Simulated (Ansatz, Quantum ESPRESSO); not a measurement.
# KBr (Fm-3m): a worked LO-TO splitting

Wanted: the LO mode of KBr (Fm-3m) from the TO mode and the field response.

Main program and level: Quantum ESPRESSO 8.0 development, patched; DFT LDA, scalar-relativistic, plane waves, PseudoDojo norm-conserving pseudopotentials.

### 1. The relaxed structure

It takes space group Fm-3m (No. 225, cubic). Conventional cell: a = 6.370 Å, b = 6.370 Å, c = 6.370 Å, α = 90.00°, β = 90.00°, γ = 90.00°. Nearest to K lie 6 Br at 3.18 Å. Nearest to Br lie 6 K at 3.18 Å. Farther neighbours and most contacts between anions are not listed.

As a file:

```
K Br
1.0
    -3.18493    0.00000    3.18493
     0.00000    3.18493    3.18493
    -3.18493    3.18493    0.00000
K Br
1 1
Direct
  0.00000 0.00000 0.00000
  0.50000 0.50000 0.50000
```

This is the cell after its relaxation at this level of theory, not the database cell from which that began.

### 2. What the response run gave

A linear-response run on the relaxed cell, with the response to an electric field; only its zone-centre results are used. Cutoff 72 Ry, k mesh 6×6×6.

Log:

```text
[banners, grids, parts of the stress and lines that vanish by symmetry left out]
Program PHONON v.8.0dev
     Dynamical matrices for q-points given in input
     (   1q-points):
[...]
Exchange-correlation= PW
                           (   1   4   0   0   0   0   0)
[...]
kinetic-energy cut-off    =      72.0000  Ry
     charge density cut-off    =     288.0000  Ry
     convergence threshold     =      1.0E-18
[...]
Exchange-correlation= PW
                           (   1   4   0   0   0   0   0)
[...]
q = (   0.0000000   0.0000000   0.0000000 )
     49 Sym.Ops. (with q -> -q+G )
     G cutoff =  528.5191  (  35845 G-vectors)     FFT grid: ( 45, 45, 45)
     number of k points=    16
[...]
Mode symmetry, O_h (m-3m)  point group:
[...]
Dielectric constant
[...]
End of electric fields calculation
          Dielectric constant in cartesian axis
          (       2.761610838      -0.000000000      -0.000000000 )
          (      -0.000000000       2.761610838       0.000000000 )
          (      -0.000000000      -0.000000000       2.761610838 )
          Effective charges (d Force / dE) in cartesian axis without acoustic sum rule applied (asr)
           atom    1  K     Mean Z*:        1.10218
      Ex  (        1.10218       -0.00000       -0.00000 )
      Ey  (       -0.00000        1.10218        0.00000 )
      Ez  (       -0.00000        0.00000        1.10218 )
           atom    2  Br    Mean Z*:       -1.10260
      Ex  (       -1.10260       -0.00000        0.00000 )
      Ey  (       -0.00000       -1.10260       -0.00000 )
      Ez  (        0.00000       -0.00000       -1.10260 )
          Effective charges Sum: Mean:       -0.00042
[...]
Effective charges (d Force / dE) in cartesian axis with asr applied:
           atom    1  K     Mean Z*:        1.10239
[...]
atom    2  Br    Mean Z*:       -1.10239
[...]
Dielectric constant from finite-differences
          (       2.761623893      -0.000000000       0.000000000 )
          (      -0.000000000       2.761623893      -0.000000000 )
          (       0.000000000       0.000000000       2.761623893 )
[...]
(       0.000000000      -0.000000000       0.000000000 )
          (      -0.000000000       0.000000000      -0.000000000 )
          (       0.000000000       0.000000000       0.000000000 )
          (      -0.000000000      -0.000000000       0.000000000 )
          (      -0.000000000      -0.000000000       0.000000000 )
          (      -0.000000000       0.000000000      -0.000000000 )
          (       0.000000000       0.000000000       0.000000000 )
          (       0.000000000       0.000000000       0.000000000 )
[...]
(       0.000000000       0.000000000       0.000000000 )
          (      -0.000000000      -0.000000000      -0.000000000 )
          (       0.000000000      -0.000000000       0.000000000 )
          (       0.000000000      -0.000000000      -0.000000000 )
          (       0.000000000       0.000000000       0.000000000 )
[...]
Representation #   1 modes #   1   2   3
[...]
End of self-consistent calculation
     Convergence has been achieved
     Representation #   2 modes #   4   5   6
[...]
End of self-consistent calculation
     Convergence has been achieved
[...]
Dielectric constant in cartesian axis
          (       2.761610838      -0.000000000      -0.000000000 )
          (      -0.000000000       2.761610838       0.000000000 )
          (      -0.000000000      -0.000000000       2.761610838 )
          Effective charges (d Force / dE) in cartesian axis without acoustic sum rule applied (asr)
           atom    1  K     Mean Z*:        1.10218
      Ex  (        1.10218       -0.00000       -0.00000 )
      Ey  (       -0.00000        1.10218        0.00000 )
      Ez  (       -0.00000        0.00000        1.10218 )
           atom    2  Br    Mean Z*:       -1.10260
      Ex  (       -1.10260       -0.00000        0.00000 )
      Ey  (       -0.00000       -1.10260       -0.00000 )
      Ez  (        0.00000       -0.00000       -1.10260 )
          Effective charges Sum: Mean:       -0.00042
[...]
Effective charges (d Force / dE) in cartesian axis with asr applied:
           atom    1  K     Mean Z*:        1.10239
[...]
atom    2  Br    Mean Z*:       -1.10239
[...]
q = (    0.000000000   0.000000000   0.000000000 )
[...]
freq (    1) =      -0.004867 [THz] =      -0.162337 [cm-1]
     freq (    2) =      -0.004867 [THz] =      -0.162337 [cm-1]
     freq (    3) =      -0.004867 [THz] =      -0.162337 [cm-1]
     freq (    4) =       3.899227 [THz] =     130.064199 [cm-1]
     freq (    5) =       3.899227 [THz] =     130.064199 [cm-1]
     freq (    6) =       3.899227 [THz] =     130.064199 [cm-1]
[...]
Mode symmetry, O_h (m-3m)  point group:
     freq (   1-   3) =         -0.2  [cm-1]   --> T_1u G_15  G_4- I
     freq (   4-   6) =        130.1  [cm-1]   --> T_1u G_15  G_4- I

   JOB DONE.
```

| quantity | value |
| --- | --- |
| cell volume Ω (Å³) | 64.615 |
| mass of K (u) | 39.098 |
| mass of Br (u) | 79.904 |
| Born charge of K, raw (e) | 1.102 |
| Born charge of Br, raw (e) | -1.103 |
| ε∞ | 2.762 |
| ω(TO) after the sum rule (cm⁻¹) | 130.1 |

### 3. The calculation

The charges must sum to zero over the cell; taking off their mean, 0.000 e, leaves Z* = 1.102 e on K. In the polar mode K moves against Br, so the reduced mass is μ = 39.10 × 79.90 / 119.00 = 26.253 u.

A longitudinal wave builds up a field that adds to the restoring force: ω(LO)² = ω(TO)² + 4π Z*² / (μ Ω ε∞), in Hartree atomic units. With μ = 47855 electron masses and Ω = 436.04 bohr³ the second term is 2.6501e-07 Ha², or 12766 cm⁻² (1 Ha = 219474.6 cm⁻¹).

So ω(LO) = √(16916 + 12766) = 172.3 cm⁻¹, and by the Lyddane-Sachs-Teller relation ε₀ = ε∞ (ω(LO)/ω(TO))² = 4.85.

### 4. Check against the program

The analysis program adds the same non-analytic term to the full matrix, here for q along (1 0 0).

Log:

```text
[banner, memory and clock lines left out]
Program DYNMAT v.8.0dev

     Reading Dynamical Matrix from file g.dyn
     ...Force constants read
     ...epsilon and Z* read
     ...Raman cross sections read

     Polarizability (A^3 units)
     multiply by 0.630039 for Clausius-Mossotti correction (not under assume_isolated = 'mt')
         9.057961   -0.000000   -0.000000
        -0.000000    9.057961   -0.000000
        -0.000000    0.000000    9.057961

     IR activities are in (D/A)^2/amu units

# mode   [cm-1]    [THz]      IR
    1     -0.00   -0.0000    0.0000
    2     -0.00   -0.0000    0.0000
    3     -0.00   -0.0000    0.0000
    4    130.06    3.8992    1.0680
    5    130.06    3.8992    1.0680
    6    172.28    5.1650    1.0680
```

ε₀ comes from the program's run without a direction of q.

| quantity | by hand | program |
| --- | --- | --- |
| ω(LO) (cm⁻¹) | 172.3 | 172.3 |
| ε₀ | 4.85 | 4.85 |

### 5. Outcome

- TO mode: 130.1 cm⁻¹
- LO mode: 172.3 cm⁻¹
- static dielectric constant: 4.846

In words: The LO mode of KBr (Fm-3m) lies at 172 cm⁻¹, 42 cm⁻¹ above the TO mode; the formula meets the program within 0.1 cm⁻¹, as it must for a cubic crystal with one polar mode. ω(LO)² − ω(TO)² goes with Z*²/ε∞: an error of 5 % in ε∞ would move the LO mode by 1.8 cm⁻¹, and semilocal functionals tend to overestimate ε∞. These are harmonic values at zero temperature, at the volume of this functional, for the structure held cubic; stability elsewhere in the zone is no part of this calculation.

[Host names and launcher messages were left out of these logs when they were recorded.]

[Logs are printed without paths, hosts, clocks, repeated set-up lines and the standing remarks that a program may print on its own settings, such as how far it seeks lower states.]

[Hosts, paths, dates, database ids (printed as entryN), source tags and the programs' standing remarks are cut or masked in the printed files.]
